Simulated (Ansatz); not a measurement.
## H-GaAs-Cl chair monolayer in a perpendicular field

Aim: how the H-GaAs-Cl chair monolayer screens a field along its normal, and what the field does to its bands. A positive field points along +c.

Calculated with Ansatz 0.2.0; plane-wave DFT, PBE-D3(BJ), Ansatz PAW (set soft_1); PAW set soft_1.

The raw output is cut from this account; settings, times and results stay.

### Step 1. Set-up

The cell holds 4 atoms: 1 Cl, 1 As, 1 Ga and 1 H. Its edges and angles: a = 3.977 Å, b = 3.977 Å, c = 40.043 Å, α = 90.0°, β = 90.0°, γ = 120.0°. Vacuum lies along c.

### Step 2. Relaxing the slab

The starting cell is a guess, so the in-plane lattice and the atoms are relaxed first, with the slab cut off from its images along the normal.

input.yaml reads:

```yaml
crystal:
  lattice:
    - [3.9765, 0.0, 0.0]
    - [-1.98825, 3.4437500181, 0.0]
    - [0.0, 0.0, 40.0433333313]
  atoms:
    - { symbol: Cl, position: [0.6666666667, 0.3333333333, 0.4432697911] }
    - { symbol: As, position: [0.6666666667, 0.3333333333, 0.4984600017] }
    - { symbol: Ga, position: [0.3333333333, 0.6666666667, 0.5185216016] }
    - { symbol: H, position: [0.3333333333, 0.6666666667, 0.5567302089] }
  periodic: [true, true, false]
kpoints:
  mp_grid: { grid: [12, 12, 1] }
hamiltonian:
  xc: pbe
  dispersion: d3bj
  pseudopotentials: { kind: paw, azcp: { folder: soft_1 } }
scf:
  occupations: { method: fermi_dirac, width: 0.05 }
  convergence: { dr2_threshold: 1.0e-09 }
relax:
  f_tol: 0.004
  max_steps: 90
  cell: {}
output:
  write_potential: true
  write_density: true
  volumetric_format: npy
```

Started as:

```sh
ansatz run input.yaml --threads 2 --pin off --max-ram 3072MiB --backend cpu --events-out ev --progress --plain --runs-dir out
```

Run time: 1.7 min. Hardware: 2 threads of Arm Neoverse V1, shared host; peak memory 0.78 GiB.

Relaxation path:

```
step  energy less that of the first step (eV)  largest force component (eV/Å)  volume (Å³)
   1                                   0.0000                          0.5176       548.36
   2                                  -0.0286                          0.1596       558.90
   3                                  -0.0313                          0.1831       569.28
   4                                  -0.0342                          0.0981       573.26
   5                                  -0.0350                          0.0070       570.61
   6                                  -0.0350                          0.0037       570.57
  7*                                  -0.0359                          0.0039       570.57
```

Relaxation steps marked * repeat the geometry before them on a plane-wave basis chosen anew for their cell, so energy and pressure can jump there.

The run keeps the 6 symmetry operations that the program found, so distortions that break them were not tested.

```
cell as run  before  after  change
      a (Å)   3.977  4.056  +2.0 %
      b (Å)   3.977  4.056  +2.0 %
```

The atoms that moved most (Å, along periodic axes as changes of fractional coordinates times the final cell, across vacuum about the mean position):

```
atom     dx     dy      dz  length
 Ga3  0.000  0.000  -0.025   0.025
 Cl1  0.000  0.000   0.020   0.020
  H4  0.000  0.000   0.013   0.013
 As2  0.000  0.000  -0.008   0.008
```

Final coordinates:

```cif
data_structure
_symmetry_space_group_name_H-M 'P 1'
_symmetry_Int_Tables_number 1
_cell_length_a 4.0562
_cell_length_b 4.0562
_cell_length_c 40.0433
_cell_angle_alpha 90.000
_cell_angle_beta 90.000
_cell_angle_gamma 120.000
_cell_volume 570.57
loop_
_atom_site_label
_atom_site_type_symbol
_atom_site_fract_x
_atom_site_fract_y
_atom_site_fract_z
_atom_site_occupancy
Cl1 Cl 0.66667 0.33333 0.44377 1
As2 As 0.66667 0.33333 0.49827 1
Ga3 Ga 0.33333 0.66667 0.51789 1
H4 H 0.33333 0.66667 0.55706 1
```

The lattice constant a goes from 3.977 to 4.056 Å.

### Step 3. Single point, field 0

A sawtooth potential applies the field, turning back in the middle of the vacuum. With the dipole correction the typed value is the field outside the slab. The induced dipole is small, so the SCF threshold is tight.

The cell differs from the one that the last finished run ended in (c 40.043 → 22.536 Å).

input.yaml reads:

```yaml
crystal:
  lattice:
    - [4.0562301164, 0.0, 0.0]
    - [-2.0281150582, 3.5127983244, 0.0]
    - [0.0, 0.0, 22.5363536923]
  atoms:
    - { symbol: Cl, position: [0.6666666667, 0.3333333333, 0.3993547547] }
    - { symbol: As, position: [0.6666666667, 0.3333333333, 0.4961870825] }
    - { symbol: Ga, position: [0.3333333333, 0.6666666667, 0.5310542765] }
    - { symbol: H, position: [0.3333333333, 0.6666666667, 0.6006452453] }
kpoints:
  mp_grid: { grid: [12, 12, 1] }
  band_path:
    path: [[0, 0, 0], [0.5, 0, 0], [0.33333333, 0.33333333, 0], [0, 0, 0]]
    npoints: 16
hamiltonian:
  xc: pbe
  dispersion: d3bj
  pseudopotentials: { kind: paw, azcp: { folder: soft_1 } }
scf:
  occupations: { method: fermi_dirac, width: 0.02585 }
  convergence: { dr2_threshold: 1.0e-10 }
efield:
  axis: 3
  dipole_correction: true
  ramp_position: 0.97
  ramp_width: 0.06
  amplitude: 0
output:
  dos: { projected: true, e_range: [-6, 5] }
  write_potential: true
  write_density: true
  volumetric_format: npy
  elf: true
```

It took 22 s on 2 threads; peak memory 0.58 GiB; 41 s of CPU time.

Read from the output:

- gap on the k-mesh: 1.361 eV
- dipole along the normal: 0.04857 e·Å
- gap along the path: 1.361 eV
- smallest direct gap along the path: 1.361 eV
- step between the vacuum levels: -0.6168 eV
- ionisation energy, upper face: 5.474 eV
- electron affinity, upper face: 4.113 eV
- ionisation energy, lower face: 6.091 eV
- gap, the smaller of path and mesh: 1.361 eV

Running mean over a fixed 2.7 Å (it still follows the layers) of the planar mean; the ramp of the sawtooth is left out. Electron's electrostatic potential energy less the Fermi level against z:

```
z (Å)  electron's electrostatic potential energy less the Fermi level (eV)
  3.0                                                                 5.40
  3.5                                                                 5.40
  4.0                                                                 5.40
  4.5                                                                 5.40
  5.0                                                                 5.40
  5.5                                                                 5.40
  6.0                                                                 5.39
  6.5                                                                 5.35
  7.0                                                                 5.08
  7.5                                                                 4.07
  8.0                                                                 2.73
  8.5                                                                 1.82
  9.0                                                                 1.19
  9.5                                                               0.0667
 10.0                                                               -0.721
 10.5                                                               -0.994
 11.0                                                               -0.974
 11.5                                                                -1.36
 12.0                                                               -0.907
 12.5                                                               0.0396
 13.0                                                                 1.44
 13.5                                                                 2.58
 14.0                                                                 3.49
 14.5                                                                 4.10
 15.0                                                                 4.52
 15.5                                                                 4.73
 16.0                                                                 4.77
 16.5                                                                 4.78
 17.0                                                                 4.78
 17.5                                                                 4.78
 18.0                                                                 4.78
 18.5                                                                 4.78
 19.0                                                                 4.78
 19.5                                                                 4.78
```

The density of states has structure finer than the step of the table below, so its rows give means over 0.2 eV. Peaks (eV: height): -4.95: 10.7, -3.99: 5.39, -3.77: 7.35, -2.50: 11.6, -2.22: 3.94, 1.83: 9.30, 2.27: 3.11.

The density of states by energy, zero at the Fermi level of the run, which the smearing sets inside the gap; means over each step:

```
energy (eV)  density of states (states/eV a cell)
       -5.2                                     0
       -5.0                                  5.21
       -4.8                                  1.65
       -4.6                                 0.960
       -4.4                                  1.53
       -4.2                                  1.88
       -4.0                                  3.43
       -3.8                                  4.42
       -3.6                                  5.52
       -3.4                                  3.05
       -3.2                                  2.12
       -3.0                                 0.318
       -2.8                                     0
       -2.6                                  2.79
       -2.4                                  4.20
       -2.2                                  3.06
       -2.0                                  2.22
       -1.8                                  2.51
       -1.6                                  1.82
       -1.4                                  1.17
       -1.2                                 0.900
       -1.0                                 0.701
       -0.8                                 0.497
       -0.6                               0.00812
       -0.4                                     0
       -0.2                                     0
        0.0                                     0
        0.2                                     0
        0.4                                     0
        0.6                                5.4e-4
        0.8                                0.0304
        1.0                                0.0770
        1.2                                 0.125
        1.4                                 0.669
        1.6                                  2.11
        1.8                                  5.37
        2.0                                  1.68
        2.2                                  2.29
        2.4                                  1.93
```

Projected DOS per atom over height of the atomic layer and energy from the Fermi level. Layers: Cl As Ga H from below.

Ten even steps from '_' (0.00 states/eV) to '@' (2.31 states/eV), each cell a mean:
```
__--::__
::++::__
::++--__
________
________
________
________
________
________
__..____
::::..__
==::::__
**::::::
==......
--______
@@==....
@@----::
--::..__
::::____
**==..__
________
________
```
Columns: height of the atomic layer (Å) from 9 to 13.5 (not evenly spaced); rows upwards: energy from the Fermi level (eV) from -5.96 to 2.59.

Electronic bands along the path, in eV, zero at the Fermi level of the run, which the smearing sets inside the gap:

```
  point  band 15  band 16  band 17  band 18  band 19  band 20  band 21  band 22
      Γ    -3.06    -3.06    -0.69    -0.69     0.67     1.99     3.99     3.99
halfway    -3.66    -3.29    -2.24    -1.30     1.74     2.25     4.36     5.30
      M    -3.99    -3.53    -2.51    -1.70     1.38     2.05     4.55     6.12
halfway    -4.19    -3.75    -2.55    -2.12     1.77     3.18     4.51     5.44
      K    -4.57    -3.79    -2.68    -2.26     1.84     4.28     4.73     5.97
halfway    -3.80    -3.44    -2.27    -1.72     1.96     3.07     3.94     5.09
      Γ    -3.06    -3.06    -0.69    -0.69     0.67     1.99     3.99     3.99
```

Valence density in the ca plane at fractional y = 0.333, with atoms of Cl and As within 0.2 Å of it. It is the smooth field of the valence electrons, not physical close to the nuclei.

Values in e/Å³, 6 rows by 16 columns, each cell a mean:
```
 0  0  0  0  0  1  0  1  0  0  0  0  0  0  0  0
 0  0  0  0  0  1  1 12  4  0  0  0  0  0  0  0
 0  0  0  0  0  1  1  7  2  0  0  0  0  0  0  0
 0  0  0  0  0  0  0  0  0  0  0  0  0  0  0  0
 0  0  0  0  0  0  0  0  0  0  0  0  0  0  0  0
 0  0  0  0  0  0  0  0  0  0  0  0  0  0  0  0
```
Columns run along c (16.0 Å, from fractional 0.16 to 0.87 of the cell), rows up along a (4.1 Å). Atoms in or near the plane, at fractional coordinates: Cl at (0.40, 0.67), As at (0.50, 0.67).

Electrostatic potential energy in the ca plane at fractional y = 0.333, with atoms of Cl and As within 0.2 Å of it. With pseudopotentials it is smooth inside the atoms' cores, unlike the true potential.

Ten even steps from '0' (-23 eV) to '9' (3 eV), each cell a mean:
```
99999999999878887556788999999999999999999999
99999999985102662121578999999999999999999999
99999999971000231794268999999999999999999999
99999999960000122997168999999999999999999999
99999999972000341683278999999999999999999999
99999999986314763122578999999999999999999999
99999999999888887656788999999999999999999999
99999999999999998887788999999999999999999999
99999999999999999887778999999999999999999999
99999999999999999887778999999999999999999999
99999999999999998877788999999999999999999999
```
Columns run along c (16.0 Å, from fractional 0.21 to 0.92 of the cell; values clipped at the 3rd and 97th percentile), rows up along a (4.1 Å). Atoms in or near the plane, at fractional coordinates: Cl at (0.40, 0.67), As at (0.50, 0.67).

ELF in the ca plane at fractional y = 0.333, with atoms of Cl and As within 0.2 Å of it. It is the smooth field of the valence electrons, not physical close to the nuclei.

Ten even steps from '0' (0.00) to '9' (0.90), each cell a mean:
```
00000000268998424788631111100000000000000000
00000001479999755667741000000000000000000000
00000001479867864224641000000000000000000000
00000001478526874113541000000000000000000000
00000001479878864325641000000000000000000000
00000001379999645677741000000000000000000000
00000000258997324788631112110000000000000000
00000000023543102565422356641000000000000000
00000000000000001233223479973100000000000000
00000000000000001233223479863100000000000000
00000000124664112566422246531000000000000000
```
Columns run along c (16.0 Å, from fractional 0.21 to 0.92 of the cell), rows up along a (4.1 Å). Atoms in or near the plane, at fractional coordinates: Cl at (0.40, 0.67), As at (0.50, 0.67).

The gap is 1.36 eV, with the valence edge 5.47 eV and the conduction edge 4.11 eV under the upper vacuum level.

### Step 4. Single point, field 0.1 V/Å

input.yaml: that of step 3 with these lines changed.

```diff
@@ -25,7 +25,6 @@
   dipole_correction: true
-  ramp_position: 0.97
-  ramp_width: 0.06
-  amplitude: 0
+  ramp_position: 0.9117
+  ramp_width: 0.1451
+  amplitude: 0.1
 output:
-  dos: { projected: true, e_range: [-6, 5] }
   write_potential: true
@@ -33,2 +32 @@
   volumetric_format: npy
-  elf: true
```

Wall time 20 s (2 threads); peak memory 0.53 GiB.

The dipole is 0.0871 e·Å, 0.0385 e·Å from its value without field, and the gap 1.370 eV.

### Step 5. Single point, field -0.1 V/Å

input.yaml: that of step 4 with these lines changed.

```diff
@@ -27,3 +27,3 @@
   ramp_width: 0.1451
-  amplitude: 0.1
+  amplitude: -0.1
 output:
```

Wall time 17 s (2 threads); peak memory 0.54 GiB; 34 s of CPU time.

The dipole is 0.0100 e·Å, -0.0386 e·Å from its value without field, and the gap 1.352 eV.

### Step 6. Response, atoms held

This step: plane-wave DFT, PBE-D3(BJ), Ansatz PAW (set soft_1); response to a field along the normal, atoms held; PAW set soft_1 (Ansatz 0.2.0).

The dipoles give the slope, and the difference of two potentials shows where the field is screened.

This step gave:

| Quantity | Value |
| --- | --- |
| equivalent conductor thickness p/(ε₀AE) | 4.895 Å |
| distance between the outer atoms | 4.536 Å |

Dipole of the cell against applied field:

```
applied field (V/Å)  dipole of the cell (e·Å)
            -0.1000                    0.0100
             0.0000                    0.0486
             0.1000                    0.0871
```

Local field over the applied field, running mean. From the potentials at -0.1 and 0.1 V/Å; running mean over 2.5 Å. Table of local field over applied field by z:

z (Å), local field over applied field and a bar from the least value:
```
      4.5       1.00 ##############################
      5.0       1.00 ##############################
      5.5       1.00 ##############################
      6.0       0.99 ##############################
      6.5       0.97 #############################
      7.0       0.90 ###########################
      7.5       0.77 ######################
      8.0       0.61 #################
      8.5       0.45 ###########
      9.0       0.31 #######
      9.5       0.23 ####
     10.0       0.18 ##
     10.5       0.14 #
     11.0       0.12 
     11.5       0.14 
     12.0       0.15 #
     12.5       0.21 ###
     13.0       0.34 ########
     13.5       0.49 #############
     14.0       0.63 #################
     14.5       0.77 ######################
     15.0       0.89 ##########################
     15.5       0.96 ############################
     16.0       0.98 #############################
     16.5       0.99 ##############################
     17.0       1.00 ##############################
     17.5       1.00 ##############################
     18.0       1.00 ##############################
```

Electrons, planar mean, per unit field. The induced electron density by z:

z (Å), induced electron density (e/Å³ per V/Å) and a bar from the least value:
```
     4.08    0.00000 #############
     4.51    0.00000 #############
     4.93    0.00000 #############
     5.21    0.00000 #############
     5.63    0.00001 #############
     6.06    0.00004 #############
     6.48    0.00011 #############
     6.76    0.00024 ##############
     7.18    0.00068 ################
     7.61    0.00174 ####################
     8.03    0.00355 ###########################
     8.31    0.00421 ##############################
     8.73    0.00186 #####################
     9.16   -0.00046 ###########
     9.58    0.00026 ##############
     9.86   -0.00045 ###########
    10.28   -0.00054 ###########
    10.70    0.00162 ####################
    11.13    0.00191 #####################
    11.41    0.00038 ###############
    11.83   -0.00185 ######
    12.25   -0.00219 ####
    12.68   -0.00002 #############
    12.96    0.00014 ##############
    13.38   -0.00184 ######
    13.80   -0.00321 
    14.23   -0.00226 ####
    14.51   -0.00148 #######
    14.93   -0.00068 ##########
    15.35   -0.00029 ############
    15.78   -0.00011 #############
    16.06   -0.00006 #############
    16.48   -0.00002 #############
    16.90   -0.00001 #############
    17.32    0.00000 #############
    17.61    0.00000 #############
    18.03    0.00000 #############
    18.45    0.00000 #############
```

The smaller of the gaps on the path and on the k-mesh, counted as 0 under 0.03 eV. The gap by applied field:

```
applied field (V/Å)  gap (eV)
            -0.1000      1.35
             0.0000      1.36
             0.1000      1.37
```

By hand: between -0.1 and 0.1 V/Å the dipole changes by 0.07709 e·Å, a slope of 0.3854 e·Å²/V. A perfect conductor of thickness t has p = ε₀AEt, so t = 180.95 × 0.3854 / 14.249 = 4.89 Å (e/ε₀ = 180.95 V·Å, A in Å²).

The induced dipole is that of a conductor 4.89 Å thick.

### Step 7. Results

```
gap without field                          : 1.36 eV
ionisation energy, upper face              : 5.47 eV
electron affinity, upper face              : 4.11 eV
step between the vacuum levels             : -0.617 eV
equivalent conductor thickness, atoms held : 4.89 Å
```

**Reading.** The induced dipole equals that of a perfect conductor 4.89 Å thick, while the outer atoms lie 4.54 Å apart; an out-of-plane ε follows only once a thickness t is chosen, by 1 − 1/ε = 4.89 Å / t. The two faces differ: the vacuum level above lies 0.62 eV lower than the one below. The gap stays within 0.01 eV of 1.36 eV over the fields run, up to 0.1 V/Å in size. Semilocal functionals give gaps that are too small, and excitons are not included. Spin-orbit coupling is left out.

[Long decimals in the printed logs are rounded to 6 places.]

[Logs are printed without paths, hosts, clocks, repeated set-up lines and the standing remarks that a program may print on its own settings, such as how far it seeks lower states.]

[Hosts, paths, dates, database ids (printed as entryN), source tags and the programs' standing remarks are cut or masked in the printed files.]

[Maps of the electrostatic potential energy from Ansatz leave out the sawtooth potential of an applied field or a dipole correction, so their vacuum need not be flat; planar profiles and work functions include it.]

[The density of states shown here was stored with 400 of the rows of the run's finer table, so its peaks can read low, often by over a quarter, or be missed, and its means over a window can be off by a tenth or more.]
